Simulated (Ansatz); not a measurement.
**2H-MoOSe monolayer in a perpendicular field**

Wanted: the out-of-plane response of the 2H-MoOSe monolayer. A positive field points along +c.

Program: Ansatz 0.2.0. Level of theory: plane-wave DFT, PBE-D3(BJ), Ansatz PAW (set soft_1); PAW set soft_1. Results are calculated unless marked as measured.

This is a report of a sequence of runs, with most program output left out.

**1. The structure**

The cell holds 3 atoms: 1 Se, 1 Mo and 1 O. Its edges and angles: a = 3.074 Å, b = 3.074 Å, c = 36.966 Å, α = 90.0°, β = 90.0°, γ = 120.0°. Vacuum lies along c.

**2. Relaxation**

The starting cell is a guess, so the in-plane lattice and the atoms are relaxed first, with the slab cut off from its images along the normal.

Input file input.yaml:

```yaml
crystal:
  lattice:
    - [3.073852, 0.0, 0.0]
    - [-1.536926, 2.6620339195, 0.0]
    - [0.0, 0.0, 36.9660770072]
  atoms:
    - { symbol: Se, position: [0.3333333333, 0.6666666667, 0.4598810958] }
    - { symbol: Mo, position: [0.0, 0.0, 0.511504846] }
    - { symbol: O, position: [0.3333333333, 0.6666666667, 0.5401189042] }
  periodic: [true, true, false]
kpoints:
  mp_grid: { grid: [12, 12, 1] }
hamiltonian:
  xc: pbe
  dispersion: d3bj
  pseudopotentials: { kind: paw, azcp: { folder: soft_1 } }
scf:
  occupations: { method: fermi_dirac, width: 0.05 }
  convergence: { dr2_threshold: 1.0e-09 }
relax:
  f_tol: 0.004
  max_steps: 90
  cell: {}
output:
  write_potential: true
  write_density: true
  volumetric_format: npy
```

The run is started by

```bash
$ ansatz run input.yaml --threads 2 --pin off --max-ram 3072MiB --backend cpu --events-out ev --progress --plain --runs-dir out
```

Wall time 47 s (2 threads of Arm Neoverse V2, shared host); peak memory 0.55 GiB.

Relaxation path:

| step | energy less that of the first step (eV) | largest force component (eV/Å) | volume (Å³) |
| --- | --- | --- | --- |
| 1 | 0.0000 | 2.3370 | 302.48 |
| 2 | 0.0192 | 2.8522 | 295.90 |
| 3 | -0.1550 | 0.5490 | 295.06 |
| 4 | -0.1661 | 0.0861 | 296.73 |
| 5 | -0.1663 | 0.0191 | 297.16 |
| 6 | -0.1663 | 0.0028 | 297.00 |
| 7* | -0.1655 | 0.0031 | 297.00 |

Relaxation steps marked * repeat the geometry before them on a plane-wave basis chosen anew for their cell, so energy and pressure can jump there. Relaxation step 2 was tried and not accepted.

The run keeps the 6 symmetry operations that it works with, so distortions that break them were not tested.

```csv
cell as run,before,after,change
a (Å),3.074,3.046,-0.9 %
b (Å),3.074,3.046,-0.9 %
```

The atoms that moved most (Å, along periodic axes as changes of fractional coordinates times the final cell, across vacuum about the mean position):

| atom | dx | dy | dz | length |
| --- | --- | --- | --- | --- |
| Se1 | 0.000 | 0.000 | 0.071 | 0.071 |
| Mo2 | 0.000 | 0.000 | -0.065 | 0.065 |
| O3 | 0.000 | 0.000 | -0.006 | 0.006 |

The relaxed structure:

```xyz
3
Lattice="3.0459 0.0000 0.0000 -1.5229 2.6378 0.0000 0.0000 0.0000 36.9661" Properties=species:S:1:pos:R:3
Se    0.0000    1.7585   17.0710
Mo    0.0000    0.0000   18.8434
O     0.0000    1.7585   19.9601
```

The lattice constant a goes from 3.074 to 3.046 Å.

**3. Single point, field 0**

A sawtooth potential applies the field, turning back in the middle of the vacuum. With the dipole correction the typed value is the field outside the slab. The induced dipole is small, so the SCF threshold is tight.

The cell differs from the one that the last finished run ended in (c 36.966 → 20.889 Å).

Input file input.yaml:

```yaml
crystal:
  lattice:
    - [3.0458687964, 0.0, 0.0]
    - [-1.5229343982, 2.6377997542, 0.0]
    - [0.0, 0.0, 20.889110638]
  atoms:
    - { symbol: Se, position: [0.3333333333, 0.6666666667, 0.4308464901] }
    - { symbol: Mo, position: [0.0, 0.0, 0.5156955591] }
    - { symbol: O, position: [0.3333333333, 0.6666666667, 0.5691535099] }
kpoints:
  mp_grid: { grid: [18, 18, 1] }
  band_path:
    path: [[0, 0, 0], [0.5, 0, 0], [0.33333333, 0.33333333, 0], [0, 0, 0]]
    npoints: 16
hamiltonian:
  xc: pbe
  dispersion: d3bj
  pseudopotentials: { kind: paw, azcp: { folder: soft_1 } }
scf:
  occupations: { method: fermi_dirac, width: 0.02585 }
  convergence: { dr2_threshold: 1.0e-10 }
efield:
  axis: 3
  dipole_correction: true
  ramp_position: 0.97
  ramp_width: 0.06
  amplitude: 0
output:
  dos: { projected: true, e_range: [-6, 5] }
  write_potential: true
  write_density: true
  volumetric_format: npy
  elf: true
```

The job ended after 13 s (2 threads; peak memory 0.47 GiB; 25 s of CPU time).

This step gave:

| Item | Value |
| --- | --- |
| dipole along the normal | -0.1043 e·Å |
| gap along the path | 0.8915 eV |
| smallest direct gap along the path | 2.015 eV |
| step between the vacuum levels | 2.350 eV |
| ionisation energy, upper face | 6.481 eV |
| electron affinity, upper face | 5.590 eV |
| ionisation energy, lower face | 4.131 eV |
| gap, the smaller of path and mesh | 0.8915 eV |

Running mean over a fixed 2.8 Å (it still follows the layers) of the planar mean; the ramp of the sawtooth is left out. Electron's electrostatic potential energy less the Fermi level against z:

z (Å), electron's electrostatic potential energy less the Fermi level (eV) and a bar from the least value:
```
      3.0        3.7 ##########################
      3.5        3.7 ##########################
      4.0        3.7 ##########################
      4.5        3.7 ##########################
      5.0        3.7 ##########################
      5.5        3.7 ##########################
      6.0        3.6 ##########################
      6.5        3.4 ##########################
      7.0        2.5 ########################
      7.5        0.8 #####################
      8.0       -0.9 ###################
      8.5       -2.8 ###############
      9.0       -5.3 ###########
      9.5       -9.1 #####
     10.0      -11.5 #
     10.5      -12.3 
     11.0      -11.7 #
     11.5       -9.7 ####
     12.0       -5.7 ###########
     12.5       -1.1 ##################
     13.0        2.5 ########################
     13.5        4.9 ############################
     14.0        5.9 ##############################
     14.5        6.0 ##############################
     15.0        6.0 ##############################
     15.5        6.0 ##############################
     16.0        6.0 ##############################
     16.5        6.0 ##############################
     17.0        6.0 ##############################
     17.5        6.0 ##############################
```

The density of states has structure finer than the step of the table below, so its rows give means over 0.2 eV, whole bins alone (the curve runs from -6 to 2.22 eV). Peaks (eV: height): -5.45: 7.62, -5.26: 7.50, -3.46: 11.0, -1.56: 12.5, 0.78: 10.9, 1.42: 9.81, 1.66: 10.2.

Table of density of states by energy, zero at the Fermi level of the run, which the smearing sets inside the gap; means over each step:

```
energy (eV)  density of states (states/eV a cell)
       -5.8                                  1.75
       -5.6                                  2.01
       -5.4                                  5.97
       -5.2                                  3.20
       -5.0                                  2.60
       -4.8                                  3.09
       -4.6                                  1.13
       -4.4                                  1.31
       -4.2                                  1.25
       -4.0                                  1.75
       -3.8                                 0.508
       -3.6                                  1.38
       -3.4                                  5.88
       -3.2                                  1.86
       -3.0                                  1.21
       -2.8                                  1.20
       -2.6                                  1.70
       -2.4                                  2.50
       -2.2                                 0.991
       -2.0                               0.00689
       -1.8                                 0.265
       -1.6                                  5.45
       -1.4                                  2.47
       -1.2                                 0.555
       -1.0                                 0.432
       -0.8                                 0.399
       -0.6                                 0.403
       -0.4                                 0.104
       -0.2                                     0
        0.0                                     0
        0.2                                     0
        0.4                                 0.116
        0.6                                  1.15
        0.8                                  6.07
        1.0                                  1.45
        1.2                                 0.372
        1.4                                  4.50
        1.6                                  5.49
        1.8                                  2.08
        2.0                                  1.83
```

Projected DOS per atom over height of the atomic layer and energy from the Fermi level. Layers: Se Mo O from below.

Ten even steps from '0' (0.00 states/eV) to '9' (2.33 states/eV), each cell a mean:
```
041
292
280
370
150
000
000
000
000
031
183
000
340
210
422
824
211
202
215
127
369
134
```
Columns: height of the atomic layer (Å) from 9 to 11.9 (not evenly spaced); rows upwards: energy from the Fermi level (eV) from -5.96 to 2.23.

The electronic bands at the labelled points (eV, zero at the Fermi level of the run, which the smearing sets inside the gap):

| point | band 15 | band 16 | band 17 | band 18 | band 19 | band 20 | band 21 | band 22 |
| --- | --- | --- | --- | --- | --- | --- | --- | --- |
| Γ | -4.19 | -2.10 | -2.10 | -0.44 | 1.63 | 1.63 | 2.55 | 2.55 |
| halfway | -4.53 | -3.45 | -2.44 | -1.48 | 0.80 | 1.49 | 2.13 | 2.93 |
| M | -5.19 | -3.42 | -2.19 | -1.55 | 0.98 | 1.50 | 2.45 | 3.32 |
| halfway | -4.79 | -3.74 | -3.41 | -1.40 | 0.73 | 1.74 | 2.65 | 2.78 |
| K | -5.22 | -4.43 | -3.47 | -1.56 | 0.45 | 1.84 | 2.64 | 3.14 |
| halfway | -4.44 | -3.54 | -2.98 | -1.47 | 0.69 | 1.48 | 2.01 | 2.97 |
| Γ | -4.19 | -2.10 | -2.10 | -0.44 | 1.63 | 1.63 | 2.55 | 2.55 |

Valence density in the ca plane at fractional y = 0.667, with atoms of Se and O within 0.2 Å of it. It is the smooth field of the valence electrons, not physical close to the nuclei.

Values in e/Å³, 5 rows by 16 columns, each cell a mean:
```
 0  0  0  0  0  0  0  1  0  0  0  0  0  0  0  0
 0  0  0  0  0  0  0  1  0  0  0  0  0  0  0  0
 0  0  0  0  0  7  3  0  3  1  0  0  0  0  0  0
 0  0  0  0  0 14  6  0  4  1  0  0  0  0  0  0
 0  0  0  0  0  1  1  0  1  0  0  0  0  0  0  0
```
Columns run along c (16.0 Å, from fractional 0.16 to 0.93 of the cell), rows up along a (3.0 Å). Atoms in or near the plane, at fractional coordinates: Se at (0.43, 0.33), O at (0.57, 0.33).

ELF in the ca plane at fractional y = 0.667, with atoms of Se and O within 0.2 Å of it. It is the smooth field of the valence electrons, not physical close to the nuclei.

Values, 5 rows by 16 columns, each cell a mean:
```
0.00 0.00 0.00 0.00 0.00 0.03 0.17 0.33 0.22 0.30 0.09 0.02 0.00 0.00 0.00 0.00
0.00 0.00 0.00 0.00 0.01 0.16 0.53 0.61 0.31 0.25 0.40 0.12 0.00 0.00 0.00 0.00
0.00 0.00 0.00 0.00 0.05 0.54 0.83 0.50 0.44 0.47 0.76 0.44 0.03 0.00 0.00 0.00
0.00 0.00 0.00 0.00 0.07 0.61 0.83 0.35 0.44 0.52 0.71 0.50 0.03 0.00 0.00 0.00
0.00 0.00 0.00 0.00 0.02 0.31 0.73 0.70 0.38 0.31 0.63 0.24 0.01 0.00 0.00 0.00
```
Columns run along c (16.0 Å, from fractional 0.09 to 0.86 of the cell), rows up along a (3.0 Å). Atoms in or near the plane, at fractional coordinates: Se at (0.43, 0.33), O at (0.57, 0.33).

Electrostatic potential energy in the ca plane at fractional y = 0.667, with atoms of Se and O within 0.2 Å of it. With pseudopotentials it is smooth inside the atoms' cores, unlike the true potential.

Ten even steps from '0' (-22 eV) to '9' (6 eV), each cell a mean:
```
99999999999999999887776300368999999999999999
99999999999999999887776300268999999999999999
99999999999999998864356533578999999999999999
99999999999999998621104666522699999999999999
99999999999999998428931677200189999999999999
99999999999999998428941677200179999999999999
99999999999999998612303666510599999999999999
99999999999999998863246543567999999999999999
```
Columns run along c (16.0 Å, from fractional 0.09 to 0.86 of the cell; values clipped at the 3rd and 97th percentile), rows up along a (3.0 Å). Atoms in or near the plane, at fractional coordinates: Se at (0.43, 0.33), O at (0.57, 0.33).

The gap is 0.89 eV, with the valence edge 6.48 eV and the conduction edge 5.59 eV under the upper vacuum level.

**4. Single point, field 0.1 V/Å**

Changes to input.yaml since step 3:

```diff
@@ -24,7 +24,6 @@
   dipole_correction: true
-  ramp_position: 0.97
-  ramp_width: 0.06
-  amplitude: 0
+  ramp_position: 0.9215
+  ramp_width: 0.1312
+  amplitude: 0.1
 output:
-  dos: { projected: true, e_range: [-6, 5] }
   write_potential: true
@@ -32,2 +31 @@
   volumetric_format: npy
-  elf: true
```

Run time: 13 s. Hardware: 2 threads; peak memory 0.44 GiB.

The dipole is -0.0841 e·Å, 0.0202 e·Å from its value without field, and the gap 0.884 eV.

**5. Single point, field -0.1 V/Å**

Changes to input.yaml since step 4:

```diff
@@ -26,3 +26,3 @@
   ramp_width: 0.1312
-  amplitude: 0.1
+  amplitude: -0.1
 output:
```

Wall time 14 s (2 threads); peak memory 0.44 GiB; 26 s of CPU time.

The dipole is -0.125 e·Å, -0.0202 e·Å from its value without field, and the gap 0.899 eV.

**6. Response, atoms held**

This step: plane-wave DFT, PBE-D3(BJ), Ansatz PAW (set soft_1); response to a field along the normal, atoms held; PAW set soft_1 (Ansatz 0.2.0).

The dipoles give the slope, and the difference of two potentials shows where the field is screened.

This step gave:

* equivalent conductor thickness p/(ε₀AE): 4.556 Å
* distance between the outer atoms: 2.889 Å

The dipole of the cell by applied field:

| applied field (V/Å) | dipole of the cell (e·Å) |
| --- | --- |
| -0.1000 | -0.125 |
| 0.0000 | -0.104 |
| 0.1000 | -0.0841 |

Local field over the applied field, running mean. From the potentials at -0.1 and 0.1 V/Å; running mean over 2.5 Å. Table of local field over applied field by z:

z (Å), local field over applied field and a bar:
```
     4.06      0.999 ##############################
     4.35      0.999 ##############################
     4.79      0.997 ##############################
     5.08      0.994 ##############################
     5.51      0.985 ##############################
     5.80      0.973 #############################
     6.09      0.952 ############################
     6.53      0.892 ###########################
     6.82      0.827 #########################
     7.11      0.742 ######################
     7.54      0.596 #################
     7.83      0.493 ##############
     8.27      0.336 #########
     8.56      0.238 ######
     8.85      0.156 ####
     9.28      0.082 #
     9.57      0.058 #
     9.86      0.045 
    10.30      0.041 
    10.59      0.058 #
    11.02      0.114 ##
    11.31      0.170 ####
    11.61      0.240 ######
    12.04      0.372 ##########
    12.33      0.474 ##############
    12.62      0.580 #################
    13.06      0.728 #####################
    13.35      0.812 ########################
    13.78      0.912 ###########################
    14.07      0.952 #############################
    14.36      0.975 #############################
    14.80      0.991 ##############################
    15.09      0.996 ##############################
    15.38      0.998 ##############################
    15.81      0.999 ##############################
    16.10      1.000 ##############################
    16.54      1.000 ##############################
    16.83      1.000 ##############################
```

Electrons, planar mean, per unit field. Table of induced electron density by z:

| z (Å) | induced electron density (e/Å³ per V/Å) |
| --- | --- |
| 4.06 | 2.5e-6 |
| 4.35 | 4.9e-6 |
| 4.79 | 1.3e-5 |
| 5.08 | 2.5e-5 |
| 5.51 | 6.6e-5 |
| 5.80 | 1.2e-4 |
| 6.09 | 2.3e-4 |
| 6.53 | 5.5e-4 |
| 6.82 | 9.5e-4 |
| 7.11 | 0.00159 |
| 7.54 | 0.00295 |
| 7.83 | 0.00364 |
| 8.27 | 0.00257 |
| 8.56 | 0.00110 |
| 8.85 | 9.7e-4 |
| 9.28 | 9.3e-4 |
| 9.57 | 3.1e-4 |
| 9.86 | -9.6e-4 |
| 10.30 | -6.7e-4 |
| 10.59 | 4.5e-4 |
| 11.02 | 1.6e-4 |
| 11.31 | -8.5e-4 |
| 11.61 | -0.00210 |
| 12.04 | -0.00180 |
| 12.33 | -0.00339 |
| 12.62 | -0.00360 |
| 13.06 | -0.00194 |
| 13.35 | -0.00107 |
| 13.78 | -4.0e-4 |
| 14.07 | -2.0e-4 |
| 14.36 | -9.7e-5 |
| 14.80 | -3.2e-5 |
| 15.09 | -1.5e-5 |
| 15.38 | -7.5e-6 |
| 15.81 | -2.5e-6 |
| 16.10 | -1.2e-6 |
| 16.54 | -4.0e-7 |
| 16.83 | -1.8e-7 |

The smaller of the gaps on the path and on the k-mesh, counted as 0 under 0.03 eV. Gap against applied field:

| applied field (V/Å) | gap (eV) |
| --- | --- |
| -0.1000 | 0.899 |
| 0.0000 | 0.891 |
| 0.1000 | 0.884 |

By hand: between -0.1 and 0.1 V/Å the dipole changes by 0.04046 e·Å, a slope of 0.2023 e·Å²/V. A perfect conductor of thickness t has p = ε₀AEt, so t = 180.95 × 0.2023 / 8.034 = 4.56 Å (e/ε₀ = 180.95 V·Å, A in Å²).

The induced dipole is that of a conductor 4.56 Å thick.

**7. Results**

| Item | Value |
| --- | --- |
| gap without field | 0.892 eV |
| ionisation energy, upper face | 6.48 eV |
| electron affinity, upper face | 5.59 eV |
| step between the vacuum levels | 2.35 eV |
| equivalent conductor thickness, atoms held | 4.56 Å |

**Reading.** The induced dipole equals that of a perfect conductor 4.56 Å thick, while the outer atoms lie 2.89 Å apart; an out-of-plane ε follows only once a thickness t is chosen, by 1 − 1/ε = 4.56 Å / t. The two faces differ: the vacuum level above lies 2.35 eV higher than the one below. The gap stays within 0.01 eV of 0.89 eV over the fields run, up to 0.1 V/Å in size. Semilocal functionals give gaps that are too small, and excitons are not included. Spin-orbit coupling is left out, which matters for the bands of elements this heavy.

[Logs are printed without paths, hosts, clocks, repeated set-up lines and the standing remarks that a program may print on its own settings, such as how far it seeks lower states.]

[Hosts, paths, dates, database ids (printed as entryN), source tags and the programs' standing remarks are cut or masked in the printed files.]

[Maps of the electrostatic potential energy from Ansatz leave out the sawtooth potential of an applied field or a dipole correction, so their vacuum need not be flat; planar profiles and work functions include it.]

[The density of states shown here was stored with 400 of the rows of the run's finer table, so its peaks can read low, often by over a quarter, or be missed, and its means over a window can be off by a tenth or more.]
